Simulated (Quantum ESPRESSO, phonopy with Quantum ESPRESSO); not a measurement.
# BAs (F-43m): phonons against volume, part 6 of 8

Which modes of BAs drive its thermal expansion?

What experiment has found for this phase:
- volume expansion coefficient 11.55 1e-6/K near room temperature (given in “Basic Physical Properties of Cubic Boron Arsenide (three times its linear coefficient)”, 2019, arxiv:1911.11281)
- volume expansion coefficient 10.8 1e-6/K near room temperature (given in “Thermal expansion coefficients of high thermal conducting BAs and BP materials (three times its linear coefficient)”, 2019, arxiv:1906.04101)

Quantum ESPRESSO 7.5; DFT LDA, scalar-relativistic, plane waves, GBRV ultrasoft pseudopotentials.

So far. Step 5 (Zone-centre response): The Born charges sum to zero within 0.020 e; the rest is removed before use. Acoustic frequencies in this log differ from zero by the error of the sum rule, which ph.x does not impose. Step 6 (A displaced supercell): At this level the gap is 1.10 eV on the k-mesh of the self-consistent run, which can miss the band edges.

### Step 8. Lattice dynamics at this volume, V/V0 1

This step: DFT LDA, scalar-relativistic, plane waves, GBRV ultrasoft pseudopotentials (phonopy with Quantum ESPRESSO 4.10.0 / 7.5).

Elapsed: 91 s, on 8 threads of Arm Neoverse V2, shared host; 11 min of CPU time.

This step gave:

* point group: -43m
* highest frequency: 741.2 cm⁻¹
* Debye temperature from the second moment: 943 K
* lowest frequency on the path: 0 cm⁻¹
* zero-point energy: 0.1650 eV/cell
* Γ frequencies: 0, 0, 0, 702.2, 702.2, 702.2 cm⁻¹ (negative: imaginary)

Phonopy, LO-TO term from ph.x's tensors. The phonon branches at the labelled points (cm⁻¹):

```csv
point,branch 1,branch 2,branch 3,branch 4,branch 5,branch 6
Γ,0,0,0,702,702,706
halfway,127,127,225,676,676,727
X,191,191,322,641,641,741
halfway,187,210,316,644,646,734
U,177,243,299,652,660,718
jump to K,177,243,299,652,660,718
halfway,108,157,232,686,687,710
Γ,0,0,0,702,702,706
halfway,95,95,214,691,691,712
L,138,138,313,678,678,713
halfway,162,211,300,663,684,702
W,210,239,291,643,685,700
halfway,201,212,310,642,656,728
X,191,191,322,641,641,741
```

The phonon branches as a text plot (rows in cm⁻¹):

```
    726 |  ****************      **         ********        *****
    695 |*****             *********************    ********
    664 |     *****     ********                *********   ***
    633 |          ******                                ********
    602 |
    571 |
    540 |
    510 |
    479 |
    448 |
    417 |
    386 |
    355 |
    324 |          ******                        ****        ****
    293 |         *      *****                 **    ********
    263 |       **         *  **             **
    232 |     **        *** **  *                      ******
    201 |          ******     ** **         *        ** *********
    170 |    *    *      ***    *          *        * **
    139 |     ****          ****   **          *******
    108 |  ***                  ***      ** ***
     77 | ***                    *****     *
     46 | *                        ***  ***
     15 |*                           ****
         Γ           X  U|K            Γ         L        W     X
```

Harmonic. Thermo, by row:

```csv
T (K),F_vib (meV/atom),S (J/mol-atom/K),C_V (J/mol-atom/K)
0,82.48,0,0
50,82.38,0.77,2.144
100,81.27,3.733,6.7
150,78.46,7.082,9.895
200,73.95,10.31,12.62
250,67.8,13.38,14.97
300,60.11,16.29,16.9
350,50.95,19.02,18.41
400,40.43,21.55,19.58
450,28.64,23.91,20.49
500,15.68,26.11,21.2
550,1.61,28.16,21.76
600,-13.48,30.07,22.21
650,-29.53,31.86,22.57
700,-46.49,33.55,22.87
750,-64.29,35.13,23.12
800,-82.89,36.63,23.32
850,-102.2,38.05,23.5
900,-122.3,39.4,23.64
950,-143.1,40.68,23.77
1000,-164.5,41.9,23.88
```

The modes has structure finer than the step of the table below, so its rows give means over 25 cm⁻¹, whole bins alone (the curve runs from -10 to 773 cm⁻¹). Peaks (cm⁻¹: height): As 177.2: 0.0176, 295.4: 0.0251, 679.7: 0.00465; B 679.7: 0.0534, 709.3: 0.0377.

Phonopy on the run's constants, 21x21x21 mesh, Gaussian sigma 5.6 cm⁻¹. The modes by wavenumber; means over each step; values in 1/cm⁻¹/cell:

```csv
wavenumber (cm⁻¹),As,B
25,2.7e-4,3.7e-5
50,0.00105,1.5e-4
75,0.00241,3.3e-4
100,0.00475,6.1e-4
125,0.00966,0.00115
150,0.0163,0.00176
175,0.0171,0.00161
200,0.0132,0.00105
225,0.0104,7.1e-4
250,0.00703,4.0e-4
275,0.00959,2.4e-4
300,0.0183,1.5e-4
325,0.00174,7.2e-6
350,4.6e-7,0
375,0,0
400,0,0
425,0,0
450,0,0
475,0,0
500,0,0
525,0,0
550,0,0
575,0,0
600,0,0
625,7.1e-5,8.6e-4
650,0.00166,0.0195
675,0.00371,0.0420
700,0.00200,0.0299
725,7.5e-4,0.0183
750,1.9e-5,0.00120
```

No LO-TO term. The modes at Γ (shares of kinetic energy by element, %):

```csv
mode,frequency (cm⁻¹),symmetry,B %,As %
1,0.0,T2,13,87
2,0.0,T2,13,87
3,0.0,T2,13,87
4,702.2,T2,87,13
5,702.2,T2,87,13
6,702.2,T2,87,13
```

Displacements in mode 4 (702.2 cm⁻¹), the largest set to 1:
```
B1   0.00 -0.88  1.00
As2  0.00  0.13 -0.14
```

No mode is imaginary beyond numerical noise along the path.

The time given is that of the 2 pw.x runs on displaced cells behind this step.

### Step 9. Self-consistent run, V/V0 1.015

A tight ground state at this cell gives the energy of this member; its pressure is the stress at this cutoff, which can carry an offset from the finite basis.

This step: DFT LDA, scalar-relativistic, plane waves, GBRV ultrasoft pseudopotentials (Quantum ESPRESSO 7.5).

System of this step: BAs. The structure is cubic, space group F-43m (No. 216). Conventional cell: a = 4.772 Å, b = 4.772 Å, c = 4.772 Å, α = 90.00°, β = 90.00°, γ = 90.00°. Nearest to B lie 4 As at 2.07 Å. As has 4 B at 2.07 Å nearest. Farther neighbours are not listed.

scf.in

```
&CONTROL
  calculation = 'scf'
  prefix      = 'x'
  outdir      = './tmp'
  pseudo_dir  = './pseudo'
  tprnfor     = .true.
  tstress     = .true.
/
&SYSTEM
  ibrav       = 0
  nat         = 2
  ntyp        = 2
  ecutwfc     = 40.0
  ecutrho     = 240.0
  occupations = 'fixed'
  nbnd        = 6
/
&ELECTRONS
  conv_thr         = 1.0d-12
  mixing_beta      = 0.7
  electron_maxstep = 100
/
ATOMIC_SPECIES
 B      10.8100  B.upf
 As     74.9216  As.upf
CELL_PARAMETERS angstrom
     0.000000000    2.385853038    2.385853038
     2.385853038    0.000000000    2.385853038
     2.385853038    2.385853038    0.000000000
ATOMIC_POSITIONS crystal
 B      0.000000000   0.000000000   0.000000000
 As     0.250000000   0.250000000   0.250000000
K_POINTS automatic
 10 10 10 0 0 0
```

On the command line:

```
OMP_NUM_THREADS=1 mpirun -n 8 pw.x -nk 8 -in scf.in > scf.out
```

Output:

```text
[banner, memory and clock lines left out]
Program PWSCF v.7.5

     Message from routine setup:
     using ibrav=0 with symmetry is DISCOURAGED, use correct ibrav instead

     G-vector sticks info

     bravais-lattice index     =            0
     lattice parameter (alat)  =       6.3761  a.u.
     unit-cell volume          =     183.2980 (a.u.)^3
     number of atoms/cell      =            2
     number of atomic types    =            2
     number of electrons       =         8.00
[...]
atom    2 type  2   force =     0.00000000    0.00000000    0.00000000

     Total force =     0.000000     Total SCF correction =     0.000000

     Computing stress (Cartesian axis) and pressure

          total   stress  (Ry/bohr**3)                   (kbar)     P=      -21.34
[...]
0.00000000  -0.00014503   0.00000000            0.00      -21.34        0.00
   0.00000000   0.00000000  -0.00014503            0.00        0.00      -21.34

     XML data file, charge density, pseudopotentials, collected wavefunctions
[key lines of the parts left out:]
!    total energy              =     -46.19210242 Ry
convergence has been achieved in  13 iterations
```

Run time: 1.8 s. Hardware: 8 MPI ranks; 13 s of CPU time.

At this level the gap is 1.12 eV on the k-mesh of the self-consistent run, which can miss the band edges.

### Step 10. Zone-centre response

In a polar crystal the Born charges and ε∞ give the long-range dipole term that a finite supercell misses. They are those of this k-mesh and were not tested on a denser one; where the gap is small they converge slowly, and the LO modes with them.

ph.in

```
phonons
&INPUTPH
  prefix = 'x'
  outdir = './tmp'
  fildyn = 'x.dyn'
  tr2_ph = 1.0d-18
  epsil  = .true.
/
0.000000000 0.000000000 0.000000000
```

scf.in is that of step 9.

On the command line:

```
OMP_NUM_THREADS=1 mpirun -n 8 ph.x -nk 8 -in ph.in > ph.out
```

Output:

```text
[banner, memory and clock lines left out]
Program PHONON v.7.5

     ./tmp/x.save/

     IMPORTANT: XC functional enforced from input :
     Exchange-correlation= PZ
                           (   1   1   0   0   0   0   0)
     Any further DFT definition will be discarded
     Please, verify this is what you really want

     G-vector sticks info

     Reading collected, re-writing distributed wavefunctions in ./tmp/

     Number and degeneracy of irreps per q-point
       N         xq(1)         xq(2)         xq(3)   N irreps
[...]
freq (    1) =      -0.258134 [THz] =      -8.610431 [cm-1]
     freq (    2) =      -0.258134 [THz] =      -8.610431 [cm-1]
     freq (    3) =      -0.258134 [THz] =      -8.610431 [cm-1]
     freq (    4) =      20.721418 [THz] =     691.192094 [cm-1]
     freq (    5) =      20.721418 [THz] =     691.192094 [cm-1]
     freq (    6) =      20.721418 [THz] =     691.192094 [cm-1]
 **************************************************************************

     Mode symmetry, T_d (-43m)  point group:

     freq (   1-   3) =         -8.6  [cm-1]   --> T_2  G_15 P_4   I+R
     freq (   4-   6) =        691.2  [cm-1]   --> T_2  G_15 P_4   I+R
```

Run time: 12 s. Hardware: 8 MPI ranks; 96 s of CPU time.

The Born charges sum to zero within 0.020 e; the rest is removed before use. Acoustic frequencies in this log differ from zero by the error of the sum rule, which ph.x does not impose.

### Step 11. A displaced supercell

One atom (for the harmonic constants) or a pair of atoms (for the cubic ones) is moved by a few hundredths of an ångström; the forces on all atoms give a column of force constants. The threshold is tight because the forces are small.

System of this step: BAs. The structure is monoclinic, space group Cm (No. 8). Conventional cell: a = 11.688 Å, b = 6.748 Å, c = 6.748 Å, α = 90.00°, β = 125.26°, γ = 90.00°. Nearest to B lie 4 As at 2.05 to 2.08 Å. Nearest to B lie 4 As at 2.07 Å. Nearest to B lie 4 As at 2.07 Å. Farther neighbours are not listed.

disp-00001.in

```
&CONTROL
  calculation = 'scf'
  prefix      = 'x'
  outdir      = './tmp'
  pseudo_dir  = './pseudo'
  tprnfor     = .true.
  disk_io     = 'none'
/
&SYSTEM
  ibrav       = 0
  nat         = 16
  ntyp        = 2
  ecutwfc     = 40.0
  ecutrho     = 240.0
  occupations = 'fixed'
  nbnd        = 34
/
&ELECTRONS
  conv_thr         = 1.0d-11
  mixing_beta      = 0.7
  electron_maxstep = 100
/
ATOMIC_SPECIES
 B      10.8100  B.upf
 As     74.9216  As.upf
CELL_PARAMETERS angstrom
     0.000000000    4.771706076    4.771706076
     4.771706076    0.000000000    4.771706076
     4.771706076    4.771706076    0.000000000
ATOMIC_POSITIONS crystal
 B      0.002963748   0.000000000   0.000000000
 B      0.500000000   0.000000000   0.000000000
 B      0.000000000   0.500000000   0.000000000
 B      0.500000000   0.500000000   0.000000000
 B      0.000000000   0.000000000   0.500000000
 B      0.500000000   0.000000000   0.500000000
 B      0.000000000   0.500000000   0.500000000
 B      0.500000000   0.500000000   0.500000000
 As     0.125000000   0.125000000   0.125000000
 As     0.625000000   0.125000000   0.125000000
 As     0.125000000   0.625000000   0.125000000
 As     0.625000000   0.625000000   0.125000000
 As     0.125000000   0.125000000   0.625000000
 As     0.625000000   0.125000000   0.625000000
 As     0.125000000   0.625000000   0.625000000
 As     0.625000000   0.625000000   0.625000000
K_POINTS automatic
 4 4 4 0 0 0
```

On the command line:

```
OMP_NUM_THREADS=1 mpirun -n 4 pw.x -nk 4 -in disp-00001.in > disp-00001.out
```

Output:

```text
[banner, memory and clock lines left out]
Program PWSCF v.7.5

     Message from routine setup:
     using ibrav=0 with symmetry is DISCOURAGED, use correct ibrav instead

     G-vector sticks info

     bravais-lattice index     =            0
     lattice parameter (alat)  =      12.7523  a.u.
     unit-cell volume          =    1466.3838 (a.u.)^3
     number of atoms/cell      =           16
     number of atomic types    =            2
     number of electrons       =        64.00
[...]
atom    1 type  1   force =    -0.00034213   -0.00931482   -0.00931482
     atom    2 type  1   force =     0.00000346    0.00063626    0.00063626
     atom    3 type  1   force =     0.00032335   -0.00058986    0.00031273
[...]
atom   15 type  2   force =    -0.00017981   -0.00002999   -0.00002999
     atom   16 type  2   force =     0.00017894   -0.00002913   -0.00002913

     Total force =     0.015753     Total SCF correction =     0.000001
     Message from routine punch:
     Nothing written, as per user request (disk_io='none')
[key lines of the parts left out:]
!    total energy              =    -369.53525573 Ry
convergence has been achieved in  15 iterations
```

Wall time 79 s (4 MPI ranks).

### Step 12. Lattice dynamics at this volume, V/V0 1.015

This step: DFT LDA, scalar-relativistic, plane waves, GBRV ultrasoft pseudopotentials (phonopy with Quantum ESPRESSO 4.10.0 / 7.5).

Run time: 87 s. Hardware: 8 threads; 11 min of CPU time.

No mode is imaginary beyond numerical noise along the path. The highest zone-centre mode (no LO–TO term) moved by -1.5 % for a volume change of +1.5 %.

The time given is that of the 2 pw.x runs on displaced cells behind this step.

### Step 13. Self-consistent run, V/V0 0.985

A tight ground state at this cell gives the energy of this member; its pressure is the stress at this cutoff, which can carry an offset from the finite basis.

This step: DFT LDA, scalar-relativistic, plane waves, GBRV ultrasoft pseudopotentials (Quantum ESPRESSO 7.5).

System of this step: BAs. It takes space group F-43m (No. 216, cubic). The conventional cell has a = 4.724 Å, b = 4.724 Å, c = 4.724 Å, α = 90.00°, β = 90.00°, γ = 90.00°. Nearest to B lie 4 As at 2.05 Å. Nearest to As lie 4 B at 2.05 Å. Farther neighbours are not listed.

scf.in, as its differences from that of step 10:

```diff
@@ -26,5 +26,5 @@
 CELL_PARAMETERS angstrom
-     0.000000000    2.385853038    2.385853038
-     2.385853038    0.000000000    2.385853038
-     2.385853038    2.385853038    0.000000000
+     0.000000000    2.362111632    2.362111632
+     2.362111632    0.000000000    2.362111632
+     2.362111632    2.362111632    0.000000000
 ATOMIC_POSITIONS crystal
```

On the command line:

```
OMP_NUM_THREADS=1 mpirun -n 8 pw.x -nk 8 -in scf.in > scf.out
```

Output:

```text
[banner, memory and clock lines left out]
Program PWSCF v.7.5

     Message from routine setup:
     using ibrav=0 with symmetry is DISCOURAGED, use correct ibrav instead

     G-vector sticks info

     bravais-lattice index     =            0
     lattice parameter (alat)  =       6.3127  a.u.
     unit-cell volume          =     177.8803 (a.u.)^3
     number of atoms/cell      =            2
     number of atomic types    =            2
     number of electrons       =         8.00
[...]
atom    2 type  2   force =     0.00000000   -0.00000000    0.00000000

     Total force =     0.000000     Total SCF correction =     0.000000

     Computing stress (Cartesian axis) and pressure

          total   stress  (Ry/bohr**3)                   (kbar)     P=       22.91
[...]
0.00000000   0.00015571   0.00000000            0.00       22.91        0.00
   0.00000000   0.00000000   0.00015571            0.00        0.00       22.91

     XML data file, charge density, pseudopotentials, collected wavefunctions
[key lines of the parts left out:]
!    total energy              =     -46.19206535 Ry
convergence has been achieved in  23 iterations
```

It took 2.1 s on 8 MPI ranks.

The run ends at a pressure of 2.29 GPa.

### Step 14. Born charges and dielectric tensor

In a polar crystal the Born charges and ε∞ give the long-range dipole term that a finite supercell misses. They are those of this k-mesh and were not tested on a denser one; where the gap is small they converge slowly, and the LO modes with them.

ph.in is that of step 10.

scf.in is that of step 13.

On the command line:

```
OMP_NUM_THREADS=1 mpirun -n 8 ph.x -nk 8 -in ph.in > ph.out
```

Output:

```text
[banner, memory and clock lines left out]
Program PHONON v.7.5

     ./tmp/x.save/

     IMPORTANT: XC functional enforced from input :
     Exchange-correlation= PZ
                           (   1   1   0   0   0   0   0)
     Any further DFT definition will be discarded
     Please, verify this is what you really want

     G-vector sticks info

     Reading collected, re-writing distributed wavefunctions in ./tmp/

     Number and degeneracy of irreps per q-point
       N         xq(1)         xq(2)         xq(3)   N irreps
[...]
freq (    1) =      -0.209280 [THz] =      -6.980822 [cm-1]
     freq (    2) =      -0.209280 [THz] =      -6.980822 [cm-1]
     freq (    3) =      -0.209280 [THz] =      -6.980822 [cm-1]
     freq (    4) =      21.367713 [THz] =     712.750176 [cm-1]
     freq (    5) =      21.367713 [THz] =     712.750176 [cm-1]
     freq (    6) =      21.367713 [THz] =     712.750176 [cm-1]
 **************************************************************************

     Mode symmetry, T_d (-43m)  point group:

     freq (   1-   3) =         -7.0  [cm-1]   --> T_2  G_15 P_4   I+R
     freq (   4-   6) =        712.8  [cm-1]   --> T_2  G_15 P_4   I+R
```

It took 12 s on 8 MPI ranks.

ε∞:

```
9.73 0.00 0.00
0.00 9.73 0.00
0.00 0.00 9.73
```

The Born charges sum to zero within 0.020 e; the rest is removed before use. Acoustic frequencies in this log differ from zero by the error of the sum rule, which ph.x does not impose.

### Step 15. A displaced supercell

One atom (for the harmonic constants) or a pair of atoms (for the cubic ones) is moved by a few hundredths of an ångström; the forces on all atoms give a column of force constants. The threshold is tight because the forces are small.

System of this step: BAs. Symmetry: Cm, No. 8, monoclinic system. The conventional cell has a = 11.572 Å, b = 6.681 Å, c = 6.681 Å, α = 90.00°, β = 125.26°, γ = 90.00°. Nearest to B lie 4 As at 2.03 to 2.06 Å. Nearest to B lie 4 As at 2.05 Å. B has 4 As at 2.05 Å nearest. Nearest to B lie 4 As at 2.05 Å. Farther neighbours are not listed.

disp-00001.in, as its differences from that of step 11:

```diff
@@ -26,7 +26,7 @@
 CELL_PARAMETERS angstrom
-     0.000000000    4.771706076    4.771706076
-     4.771706076    0.000000000    4.771706076
-     4.771706076    4.771706076    0.000000000
+     0.000000000    4.724223264    4.724223264
+     4.724223264    0.000000000    4.724223264
+     4.724223264    4.724223264    0.000000000
 ATOMIC_POSITIONS crystal
- B      0.002963748   0.000000000   0.000000000
+ B      0.002993537   0.000000000   0.000000000
  B      0.500000000   0.000000000   0.000000000
```

On the command line:

```
OMP_NUM_THREADS=1 mpirun -n 4 pw.x -nk 4 -in disp-00001.in > disp-00001.out
```

Output:

```text
[banner, memory and clock lines left out]
Program PWSCF v.7.5

     Message from routine setup:
     using ibrav=0 with symmetry is DISCOURAGED, use correct ibrav instead

     G-vector sticks info

     bravais-lattice index     =            0
     lattice parameter (alat)  =      12.6254  a.u.
     unit-cell volume          =    1423.0424 (a.u.)^3
     number of atoms/cell      =           16
     number of atomic types    =            2
     number of electrons       =        64.00
[...]
atom    1 type  1   force =    -0.00037431   -0.00999405   -0.00999405
     atom    2 type  1   force =     0.00000317    0.00068834    0.00068834
     atom    3 type  1   force =     0.00034918   -0.00059280    0.00033899
[...]
atom   15 type  2   force =    -0.00018432   -0.00003324   -0.00003324
     atom   16 type  2   force =     0.00018339   -0.00003229   -0.00003229

     Total force =     0.016972     Total SCF correction =     0.000001
     Message from routine punch:
     Nothing written, as per user request (disk_io='none')
[key lines of the parts left out:]
!    total energy              =    -369.53493489 Ry
convergence has been achieved in  14 iterations
```

Wall time 71 s (4 MPI ranks).

### Step 16. Lattice dynamics at this volume, V/V0 0.985

This step: DFT LDA, scalar-relativistic, plane waves, GBRV ultrasoft pseudopotentials (phonopy with Quantum ESPRESSO 4.10.0 / 7.5).

Run time: 81 s. Hardware: 8 threads; 10 min of CPU time.

Phonopy, LO-TO term from ph.x's tensors. The phonon branches at the labelled points (cm⁻¹):

```csv
point,branch 1,branch 2,branch 3,branch 4,branch 5,branch 6
Γ,0,0,0,713,713,718
halfway,128,128,229,688,688,739
X,191,191,327,655,655,754
halfway,187,210,320,658,660,747
U,177,245,304,665,674,730
jump to K,177,245,304,665,674,730
halfway,107,159,236,698,699,722
Γ,0,0,0,713,713,718
halfway,94,94,218,702,702,724
L,137,137,318,691,691,725
halfway,162,212,305,676,696,715
W,211,240,295,656,697,713
halfway,201,212,315,656,669,740
X,191,191,327,655,655,754
```

The phonon branches as a text plot (rows in cm⁻¹):

```
    738 |  ****************      **         ********        *****
    706 |*****             ********************** **********
    675 |     *****    *******                   ********   ***
    644 |          ******                                ********
    612 |
    581 |
    549 |
    518 |
    487 |
    455 |
    424 |
    392 |
    361 |
    330 |          ******                        ****        ****
    298 |         *      *****                 **    ********
    267 |       **         *  **             **
    235 |     **         ** **  *                      ******
    204 |            ****     ** **         *         * *********
    173 |    *    ***  *****    *          *        ****
    141 |     ****          ****   **          *******
    110 |  ***                  ***      ** ***
     78 | ***                    *****     *
     47 | *                        ***  ***
     16 |*                           ****
         Γ           X  U|K            Γ         L        W     X
```

No mode is imaginary beyond numerical noise along the path. The highest zone-centre mode (no LO–TO term) moved by +1.6 % for a volume change of -1.5 %.

The time given is that of the 2 pw.x runs on displaced cells behind this step.

[end of part 6 of 8]

[Logs are printed without paths, hosts, clocks, repeated set-up lines and the standing remarks that a program may print on its own settings, such as how far it seeks lower states.]

[Hosts, paths, dates, database ids (printed as entryN), source tags and the programs' standing remarks are cut or masked in the printed files.]

[A step with changed settings may run another functional than the one named; its input shows which.]

[Of the runs on displaced cells, only some may be shown.]
